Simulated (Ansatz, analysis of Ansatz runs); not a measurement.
# Migration in Zn3SbN3 (Cm): V_N hop (3.2 Å), charge +3

How high is the barrier when N changes place in Zn3SbN3 (Cm)? The case: V_N hop (3.2 Å), charge +3, in a cell of 56 host atoms with 1 N taken out.

Method: plane-wave PAW DFT, PBEsol; nudged elastic band between two relaxed defect structures at fixed charge in a uniform background, in Ansatz 0.2.0.

Most raw output is cut from this account.

## (1) The structure

The cell holds 55 atoms: 24 Zn, 8 Sb and 23 N. Its edges and angles: a = 9.402 Å, b = 9.402 Å, c = 11.075 Å, α = 114.5°, β = 114.5°, γ = 88.1°. It derives from Zn3SbN3 (space group Cm). Nearest the centre at fractional (0.472, 0.590, 0.472): Sb4 at 1.29 Å, N20 at 1.58 Å, Zn43 at 2.34 Å, Zn16 at 2.49 Å, N33 at 2.69 Å, Zn52 at 2.71 Å, Zn15 at 2.78 Å, N47 at 2.94 Å. The cell carries charge +3.

As a file:

```xyz
55
Lattice="6.7597 -6.5343 0.0061 6.7597 6.5343 0.0061 -6.3964 0.0000 9.0407" Properties=species:S:1:pos:R:3 pbc="T T T"
Zn   -0.4041    0.0000    3.9840
Zn    1.6064   -1.4483    2.1727
Zn    1.6064    1.4483    2.1727
Sb    3.1510    0.0000    4.5261
N    -0.0531    1.7319    3.1623
N    -0.0531   -1.7319    3.1623
N     1.4415    0.0000    0.8548
Zn   -3.6023    0.0000    8.5043
Zn   -1.5918   -1.4483    6.6930
Zn   -1.5918    1.4483    6.6930
Sb   -0.0471    0.0000    9.0464
N    -3.2513    1.7319    7.6827
N    -3.2513   -1.7319    7.6827
N    -1.7566    0.0000    5.3751
Zn    2.9758    3.2672    3.9871
Zn    4.9862    1.8189    2.1758
Zn    4.9862    4.7155    2.1758
Sb    6.5309    3.2672    4.5292
N     3.3267    4.9991    3.1654
N     3.3267    1.5352    3.1654
N     4.8214    3.2672    0.8578
Zn   -0.2224    3.2672    8.5074
Zn    1.7880    1.8189    6.6961
Zn    1.7880    4.7155    6.6961
Sb    3.3327    3.2672    9.0495
N     0.1286    4.9991    7.6857
N     0.1286    1.5352    7.6857
N     1.6232    3.2672    5.3782
Zn    2.9758   -3.2672    3.9871
Zn    4.9862   -4.7155    2.1758
Zn    4.9862   -1.8189    2.1758
Sb    6.5309   -3.2672    4.5292
N     3.3267   -1.5352    3.1654
N     3.3267   -4.9991    3.1654
N     4.8214   -3.2672    0.8578
Zn   -0.2224   -3.2672    8.5074
Zn    1.7880   -4.7155    6.6961
Zn    1.7880   -1.8189    6.6961
Sb    3.3327   -3.2672    9.0495
N     0.1286   -1.5352    7.6857
N     0.1286   -4.9991    7.6857
N     1.6232   -3.2672    5.3782
Zn    6.3557    0.0000    3.9901
Zn    8.3661   -1.4483    2.1788
Zn    8.3661    1.4483    2.1788
Sb    9.9108    0.0000    4.5322
N     6.7066    1.7319    3.1684
N     6.7066   -1.7319    3.1684
N     8.2013    0.0000    0.8609
Zn    3.1575    0.0000    8.5105
Zn    5.1679   -1.4483    6.6992
Zn    5.1679    1.4483    6.6992
Sb    6.7126    0.0000    9.0526
N     3.5084    1.7319    7.6888
N     3.5084   -1.7319    7.6888
```

The cell's shortest repeat is 9.4 Å.

## (2) Relaxation of the start point, charge +3

The ends come first: from an unrelaxed start the top is counted from too high an energy, and the barrier comes out too low. Small random displacements break the symmetry of the ideal sites, so that the defect can distort if it gains by it. The charge of +3 is set by the electron count, and a uniform background keeps the cell neutral.

qp3.start/input.yaml

```yaml
crystal:
  lattice:
    - [6.75971426, -6.53433939, 0.00612541]
    - [6.75971426, 6.53433939, 0.00612541]
    - [-6.39637934, 0.0, 9.04065438]
  atoms:
    - { symbol: Zn, position: [0.17849326, 0.17849326, 0.44043488] }
    - { symbol: Zn, position: [0.34319894, 0.12155238, 0.24001245] }
    - { symbol: Zn, position: [0.12155238, 0.34319894, 0.24001245] }
    - { symbol: Sb, position: [0.46963901, 0.46963901, 0.50000293] }
    - { symbol: "N", position: [0.02893677, 0.29398648, 0.34957044] }
    - { symbol: "N", position: [0.29398648, 0.02893677, 0.34957044] }
    - { symbol: "N", position: [0.15126316, 0.15126316, 0.09434241] }
    - { symbol: Zn, position: [0.17849326, 0.17849326, 0.94043488] }
    - { symbol: Zn, position: [0.34319894, 0.12155238, 0.74001245] }
    - { symbol: Zn, position: [0.12155238, 0.34319894, 0.74001245] }
    - { symbol: Sb, position: [0.46963901, 0.46963901, 1.00000293] }
    - { symbol: "N", position: [0.02893677, 0.29398648, 0.84957044] }
    - { symbol: "N", position: [0.29398648, 0.02893677, 0.84957044] }
    - { symbol: "N", position: [0.15126316, 0.15126316, 0.59434241] }
    - { symbol: Zn, position: [0.17849326, 0.67849326, 0.44043488] }
    - { symbol: Zn, position: [0.34319894, 0.62155238, 0.24001245] }
    - { symbol: Zn, position: [0.12155238, 0.84319894, 0.24001245] }
    - { symbol: Sb, position: [0.46963901, 0.96963901, 0.50000293] }
    - { symbol: "N", position: [0.02893677, 0.79398648, 0.34957044] }
    - { symbol: "N", position: [0.29398648, 0.52893677, 0.34957044] }
    - { symbol: "N", position: [0.15126316, 0.65126316, 0.09434241] }
    - { symbol: Zn, position: [0.17849326, 0.67849326, 0.94043488] }
    - { symbol: Zn, position: [0.34319894, 0.62155238, 0.74001245] }
    - { symbol: Zn, position: [0.12155238, 0.84319894, 0.74001245] }
    - { symbol: Sb, position: [0.46963901, 0.96963901, 1.00000293] }
    - { symbol: "N", position: [0.02893677, 0.79398648, 0.84957044] }
    - { symbol: "N", position: [0.29398648, 0.52893677, 0.84957044] }
    - { symbol: "N", position: [0.15126316, 0.65126316, 0.59434241] }
    - { symbol: Zn, position: [0.67849326, 0.17849326, 0.44043488] }
    - { symbol: Zn, position: [0.84319894, 0.12155238, 0.24001245] }
    - { symbol: Zn, position: [0.62155238, 0.34319894, 0.24001245] }
    - { symbol: Sb, position: [0.96963901, 0.46963901, 0.50000293] }
    - { symbol: "N", position: [0.52893677, 0.29398648, 0.34957044] }
    - { symbol: "N", position: [0.79398648, 0.02893677, 0.34957044] }
    - { symbol: "N", position: [0.65126316, 0.15126316, 0.09434241] }
    - { symbol: Zn, position: [0.67849326, 0.17849326, 0.94043488] }
    - { symbol: Zn, position: [0.84319894, 0.12155238, 0.74001245] }
    - { symbol: Zn, position: [0.62155238, 0.34319894, 0.74001245] }
    - { symbol: Sb, position: [0.96963901, 0.46963901, 1.00000293] }
    - { symbol: "N", position: [0.52893677, 0.29398648, 0.84957044] }
    - { symbol: "N", position: [0.79398648, 0.02893677, 0.84957044] }
    - { symbol: "N", position: [0.65126316, 0.15126316, 0.59434241] }
    - { symbol: Zn, position: [0.67849326, 0.67849326, 0.44043488] }
    - { symbol: Zn, position: [0.84319894, 0.62155238, 0.24001245] }
    - { symbol: Zn, position: [0.62155238, 0.84319894, 0.24001245] }
    - { symbol: Sb, position: [0.96963901, 0.96963901, 0.50000293] }
    - { symbol: "N", position: [0.52893677, 0.79398648, 0.34957044] }
    - { symbol: "N", position: [0.79398648, 0.52893677, 0.34957044] }
    - { symbol: "N", position: [0.65126316, 0.65126316, 0.09434241] }
    - { symbol: Zn, position: [0.67849326, 0.67849326, 0.94043488] }
    - { symbol: Zn, position: [0.84319894, 0.62155238, 0.74001245] }
    - { symbol: Zn, position: [0.62155238, 0.84319894, 0.74001245] }
    - { symbol: Sb, position: [0.96963901, 0.96963901, 1.00000293] }
    - { symbol: "N", position: [0.52893677, 0.79398648, 0.84957044] }
    - { symbol: "N", position: [0.79398648, 0.52893677, 0.84957044] }
total_charge: 3
basis:
  ecutwfc: 420
  xc_grid: 2
hamiltonian:
  xc: pbesol
kpoints:
  mp_grid: { grid: [1, 1, 1], shift: [0.25, 0.25, 0.25] }
scf:
  occupations: { method: fixed }
  max_iter: 100
output:
  forces: true
relax:
  f_tol: 0.02
  max_steps: 70
  random_displacement: { amplitude: 0.03, seed: 1692 }
```

Run with:

```sh
> ansatz run input.yaml --threads 32 --pin off --max-ram 84787MiB --backend cuda --events-out ev --progress --plain --runs-dir out --max-vram 78GiB
```

It took 5.8 s on 1 × NVIDIA GB200 with 32 threads of Arm Neoverse V2, shared host; peak memory 1.4 GiB.

The steps of the relaxation:

```
step  energy less that of the first step (eV)  largest force component (eV/Å)
   1                                   0.0000                          1.1316
   2                                  -0.5099                          0.6487
   3                                  -0.7114                          0.3354
   4                                  -0.6865                          0.4368
   5                                  -0.8065                          0.1797
   6                                  -0.8408                          0.1373
   7                                  -0.8721                          0.1102
   8                                  -0.8784                          0.1252
   9                                  -0.8796                          0.0516
  10                                  -0.8811                          0.0194
  11                                  -0.8811                          0.0194
```

Relaxation step 4 was tried and not accepted.

The atoms that moved most (Å, from the sites as typed, ahead of the random displacement, the mean shift of all atoms taken out):

```
atom      dx      dy      dz  length
 Sb4   0.355   0.000  -0.140   0.381
Zn51  -0.010  -0.309   0.154   0.345
Zn52  -0.010   0.309   0.154   0.345
Zn43   0.238   0.000  -0.238   0.336
Zn31   0.003  -0.048  -0.055   0.073
Zn16   0.003   0.048  -0.055   0.073
 Zn2  -0.061   0.027   0.001   0.067
 Zn3  -0.061  -0.027   0.001   0.067
```

Neighbours of N20 at the end:

```
atom  distance (Å)
Zn15         1.955
Zn16         1.990
 Zn3         1.992
 Sb4         2.015
 N33         3.099
 N28         3.269
 N21         3.273
  N7         3.331
  N5         3.386
 N47         3.389
```

Numbers from this step:

| Quantity | Value |
| --- | --- |
| free energy | -138733.5035 eV |
| r.m.s. move of the farther half of the atoms | 0.04273 Å |
| largest move from the ideal geometry of this structure, a common shift of the far atoms taken out | 0.3888 Å |

The relaxation gained 0.881 eV and ended with a largest force component of 0.019 eV/Å.

## (3) Relaxation of the end point, charge +3

The end point is relaxed in the same cell and settings, so that the two energies compare. Atoms more than 3.2 Å from the middle of the hop start where the first relaxation left them, the nearer ones on or close to their ideal places, with small random displacements.

qp3.end/input.yaml

```yaml
crystal:
  lattice:
    - [6.75971426, -6.53433939, 0.00612541]
    - [6.75971426, 6.53433939, 0.00612541]
    - [-6.39637934, 0.0, 9.04065438]
  atoms:
    - { symbol: Zn, position: [0.17586013, 0.1761492, 0.44110765] }
    - { symbol: Zn, position: [0.33608213, 0.11890016, 0.23913138] }
    - { symbol: Zn, position: [0.11863509, 0.33641559, 0.23914395] }
    - { symbol: Sb, position: [0.46963901, 0.46963901, 0.50000293] }
    - { symbol: "N", position: [0.02859149, 0.29393832, 0.35380731] }
    - { symbol: "N", position: [0.29362321, 0.02885813, 0.35377566] }
    - { symbol: "N", position: [0.14821857, 0.14853167, 0.0923612] }
    - { symbol: Zn, position: [0.17824501, 0.17852605, 0.94112122] }
    - { symbol: Zn, position: [0.3399823, 0.12237626, 0.74250714] }
    - { symbol: Zn, position: [0.12205286, 0.34030152, 0.74249548] }
    - { symbol: Sb, position: [0.4706186, 0.4709442, 1.00125945] }
    - { symbol: "N", position: [0.02792445, 0.29422954, 0.85253626] }
    - { symbol: "N", position: [0.2939474, 0.02820636, 0.85254026] }
    - { symbol: "N", position: [0.15026648, 0.15057555, 0.59577697] }
    - { symbol: Zn, position: [0.17849326, 0.67849326, 0.44043488] }
    - { symbol: Zn, position: [0.34319894, 0.62155238, 0.24001245] }
    - { symbol: Zn, position: [0.12068341, 0.84477089, 0.24251712] }
    - { symbol: Sb, position: [0.47070783, 0.9727318, 0.50449393] }
    - { symbol: "N", position: [0.02782709, 0.7924842, 0.34993588] }
    - { symbol: "N", position: [0.650639, 0.650639, 0.593905] }
    - { symbol: "N", position: [0.14709101, 0.65674499, 0.09208497] }
    - { symbol: Zn, position: [0.18480153, 0.68299859, 0.9432874] }
    - { symbol: Zn, position: [0.33777401, 0.62078368, 0.74137699] }
    - { symbol: Zn, position: [0.12341666, 0.84261063, 0.73676917] }
    - { symbol: Sb, position: [0.47102609, 0.9699902, 1.00150376] }
    - { symbol: "N", position: [0.02491888, 0.79006589, 0.84167004] }
    - { symbol: "N", position: [0.2922773, 0.52700192, 0.85031999] }
    - { symbol: "N", position: [0.15393177, 0.64963517, 0.59277555] }
    - { symbol: Zn, position: [0.67798326, 0.17779855, 0.43925804] }
    - { symbol: Zn, position: [0.84449996, 0.12098109, 0.24249782] }
    - { symbol: Zn, position: [0.62205424, 0.33663179, 0.23300347] }
    - { symbol: Sb, position: [0.97245094, 0.47101333, 0.50453287] }
    - { symbol: "N", position: [0.52893677, 0.29398648, 0.34957044] }
    - { symbol: "N", position: [0.79219271, 0.02813429, 0.34992081] }
    - { symbol: "N", position: [0.6564372, 0.14738068, 0.0920742] }
    - { symbol: Zn, position: [0.68267257, 0.1851134, 0.94327948] }
    - { symbol: Zn, position: [0.84230935, 0.12369805, 0.73674109] }
    - { symbol: Zn, position: [0.62047896, 0.33810136, 0.74137857] }
    - { symbol: Sb, position: [0.96972313, 0.47131806, 1.00150653] }
    - { symbol: "N", position: [0.52666254, 0.29260174, 0.85030491] }
    - { symbol: "N", position: [0.78975789, 0.02525042, 0.84167547] }
    - { symbol: "N", position: [0.64931129, 0.15424189, 0.59274656] }
    - { symbol: Zn, position: [0.67849326, 0.67849326, 0.44043488] }
    - { symbol: Zn, position: [0.84451357, 0.61906131, 0.23498246] }
    - { symbol: Zn, position: [0.61877817, 0.84480877, 0.23497286] }
    - { symbol: Sb, position: [0.96818411, 0.9684922, 0.49944964] }
    - { symbol: "N", position: [0.52893677, 0.79398648, 0.34957044] }
    - { symbol: "N", position: [0.7946755, 0.52533521, 0.35098319] }
    - { symbol: "N", position: [0.65211242, 0.65241106, 0.09345161] }
    - { symbol: Zn, position: [0.67631454, 0.6766195, 0.93724931] }
    - { symbol: Zn, position: [0.87364541, 0.6049916, 0.75605982] }
    - { symbol: Zn, position: [0.62155238, 0.84319894, 0.74001245] }
    - { symbol: Sb, position: [0.96562687, 0.9659386, 0.99374843] }
    - { symbol: "N", position: [0.52291367, 0.78735788, 0.84418906] }
    - { symbol: "N", position: [0.78708173, 0.5232157, 0.84421631] }
total_charge: 3
basis:
  ecutwfc: 420
  xc_grid: 2
hamiltonian:
  xc: pbesol
kpoints:
  mp_grid: { grid: [1, 1, 1], shift: [0.25, 0.25, 0.25] }
scf:
  occupations: { method: fixed }
  max_iter: 100
output:
  forces: true
relax:
  f_tol: 0.02
  max_steps: 70
  random_displacement: { amplitude: 0.01, seed: 1692 }
```

Run time: 7 s. Hardware: 1 × NVIDIA GB200 with 32 threads; peak memory 1.3 GiB.

The steps of the relaxation:

```
step  energy less that of the first step (eV)  largest force component (eV/Å)
   1                                   0.0000                          1.0845
   2                                  -0.5096                          0.8129
   3                                  -0.9293                          0.3866
   4                                  -1.0807                          0.2746
   5                                  -1.1057                          0.2276
   6                                  -1.1467                          0.1076
   7                                  -1.1589                          0.1504
   8                                  -1.1706                          0.1217
   9                                  -1.1811                          0.4225
  10                                  -1.1886                          0.1029
  11                                  -1.1890                          0.0778
  12                                  -1.1883                          0.0555
  13                                  -1.1921                          0.0235
  14                                  -1.1924                          0.0143
```

Relaxation step 12 was tried and not accepted.

The atoms that moved most (Å, from the sites as typed, ahead of the random displacement):

```
atom      dx      dy      dz  length
 Sb4   0.371   0.263  -0.492   0.670
 Zn3  -0.303   0.251  -0.354   0.529
Zn16   0.445   0.073  -0.196   0.492
Zn15  -0.098   0.354   0.234   0.435
Zn51  -0.098   0.233  -0.155   0.296
Zn43   0.142  -0.048   0.131   0.200
 N28  -0.031  -0.143   0.070   0.162
Zn23   0.037  -0.086   0.128   0.158
```

Neighbours of N20 at the end:

```
atom  distance (Å)
Zn51         1.972
Zn52         1.978
 Sb4         1.993
Zn43         2.000
 N33         3.155
 N48         3.248
 N54         3.252
 N47         3.270
 N26         3.294
 N55         3.295
```

Numbers from this step:

```
free energy                                                                                       : -138733.3753 eV
r.m.s. move of the farther half of the atoms                                                      : 0.05402 Å
largest move from the ideal geometry of this structure, a common shift of the far atoms taken out : 0.6771 Å
```

The relaxation gained 1.192 eV and ended with a largest force component of 0.014 eV/Å. The end lies 0.128 eV above the start.

(Part 1 of 2 ends here.)

[Logs are printed without paths, hosts, clocks, repeated set-up lines and the standing remarks that a program may print on its own settings, such as how far it seeks lower states.]

[Hosts, paths, dates, database ids (printed as entryN), source tags and the programs' standing remarks are cut or masked in the printed files.]
